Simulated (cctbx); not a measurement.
## What resolution and counting buy: Ba2SmNi3S7

Space group Pmmm (no. 47), a = 4.6280 Å, b = 4.7000 Å, c = 13.7660 Å, α = 90.00°, β = 90.00°, γ = 90.00°.

| atom | mult. | x | y | z | Ueq (Å²) |
| --- | --- | --- | --- | --- | --- |
| Sm1 | 1 | 1/2 | 0 | 0 | 0.0072 |
| Ba1 | 2 | 1/2 | 0 | 0.6849 | 0.0072 |
| Ni1 | 1 | 0 | 1/2 | 1/2 | 0.0139 |
| Ni2 | 2 | 0 | 1/2 | 0.8421 | 0.0072 |
| S1 | 2 | 0 | 1/2 | 0.6627 | 0.0120 |
| S2 | 2 | 0 | 0 | 0.8749 | 0.0113 |
| S3 | 2 | 1/2 | 1/2 | 0.8721 | 0.0119 |
| S4 | 1 | 0 | 0 | 1/2 | 0.0115 |

The model is made up (kin elements in a known structure type, no relaxation), so it says nothing on whether the phase exists.

Five simulated data sets (cctbx; Ag Kα, λ = 0.56087 Å; 4 % proportional error) differ in resolution or exposure (noise floor 8 counts in the first three, 8 in the last two). Each is refined with the right model, isotropic at 1.1 Å and anisotropic otherwise. How do the figures of merit and the uncertainties move?

```csv
d min (Å),top counts,"⟨I/σ⟩ (unmerged, absences included)",unique,param. (scale apart),Rint,R1,GooF,largest s.u. xyz (fractional),s.u. U of S1 (Å²),largest error (Å)
1.1,20000,12.9,159,13,0.031,0.0186,1.16,0.00025,0.0010,0.0087
0.84,20000,12.2,339,29,0.033,0.0144,0.92,0.00014,0.0009,0.0028
0.6,20000,10.2,859,29,0.039,0.0188,0.92,0.00008,0.0004,0.0022
0.75,300,1.2,467,29,0.378,0.1041,0.93,0.00232,0.0083,0.0608
0.75,3000,5.5,467,29,0.074,0.0349,0.93,0.00035,0.0016,0.0096
```

The number of reflections grows roughly as 1/d³: 159, 339 and 859 here. R1 follows the noise rather than the truth: at 300 counts it is 0.1041, at 3000 counts 0.0349, while GooF is 0.93 and 0.93: the weights 1/σ² carry the noise. The s.u. of U (U11 where anisotropic) for S1 goes 0.0010, 0.0009, 0.0004 Å² with resolution and 0.0083, 0.0016 Å² with exposure.

The 1.1 Å row also differs in its displacement model, so it isn't a clean test of resolution.

Hardware for the 0.6 Å refinement: 0.33 s on 1 thread of Intel(R) Xeon(R) CPU @ 2.60GHz (Ice Lake), on a shared host, peak memory 0.09 GiB.

[Logs are printed without paths, hosts, clocks, repeated set-up lines and the standing remarks that a program may print on its own settings, such as how far it seeks lower states.]
